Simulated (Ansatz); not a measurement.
# KBr (Fm-3m): refractive index against wavelength

The refractive index of KBr (Fm-3m) below the direct gap (4.44 eV on the mesh) is read from one computed spectrum, n = √(Re ε).

It takes space group Fm-3m (No. 225, cubic). Conventional cell: a = 6.600 Å, b = 6.600 Å, c = 6.600 Å, α = 90.00°, β = 90.00°, γ = 90.00°. Br on site b is surrounded by 6 K at 3.30 Å. K on site a is surrounded by 6 Br at 3.30 Å.

Method: Ansatz 0.2.0, PBE, independent particles, k-mesh 10×10×10 with interpolation inside its cells, Gaussian parameter 0.15 eV.

Launch of the response step: `ansatz run input.yaml --threads 4 --pin off --max-ram 8192MiB --backend cpu --events-out ev --progress --plain --runs-dir out`. The run took 3 s, on 4 threads of Intel(R) Xeon(R) 6975P-C (Granite Rapids), on a shared host.

```
wavelength (nm)  photon energy E (eV)       n
           1064                 1.165  1.6907
            850                 1.459  1.6970
            700                 1.771  1.7055
            633                 1.959  1.7116
            532                 2.331  1.7263
            450                 2.755       ?
            405                 3.061  1.7675
```

In the single-oscillator model n² − 1 = E₀E_d/(E₀² − E²), so 1/(n² − 1) = E₀/E_d − E²/(E₀E_d) is linear in E².

Working, on the rows shown:

| x = E² (eV²) | y = 1/(n² − 1) |
| --- | --- |
| 1.35784 | 0.538078 |
| 2.12762 | 0.531969 |
| 3.13716 | 0.523908 |
| 3.83641 | 0.518249 |
| 5.43137 | 0.505022 |
| 9.37179 | 0.470797 |

Means: x̄ = 4.2104, ȳ = 0.51467. Σ(x − x̄)(y − ȳ) = -0.3523, Σ(x − x̄)² = 41.9. Slope = -0.3523 / 41.9 = -0.008408; intercept = ȳ − slope · x̄ = 0.55007. Turned back into n, the line misses the rows shown by at most 0.0007.

**Question.** Fill in the last column of the withheld row.

**Answer.** At x = 7.5912 the line gives y = 0.48624, that is 1.7483. The run gave 1.7478, so the interpolation is off by 0.00051, 0.7 % of the range in the table.

Refitted with all rows, the slope is -0.008385 and the intercept 0.55002. These give E₀ = √(intercept/−slope) = 8.10 eV and E_d = E₀/intercept = 14.7 eV; E₀ is 1.8 times the direct gap. The electronic limit at long wavelengths, without lattice vibrations, is n = √(1 + 1/intercept) = 1.679. Excitons are left out and so are local fields; PBE gaps are as a rule too small. Spin-orbit coupling is left out.

[Logs are printed without paths, hosts, clocks, repeated set-up lines and the standing remarks that a program may print on its own settings, such as how far it seeks lower states.]
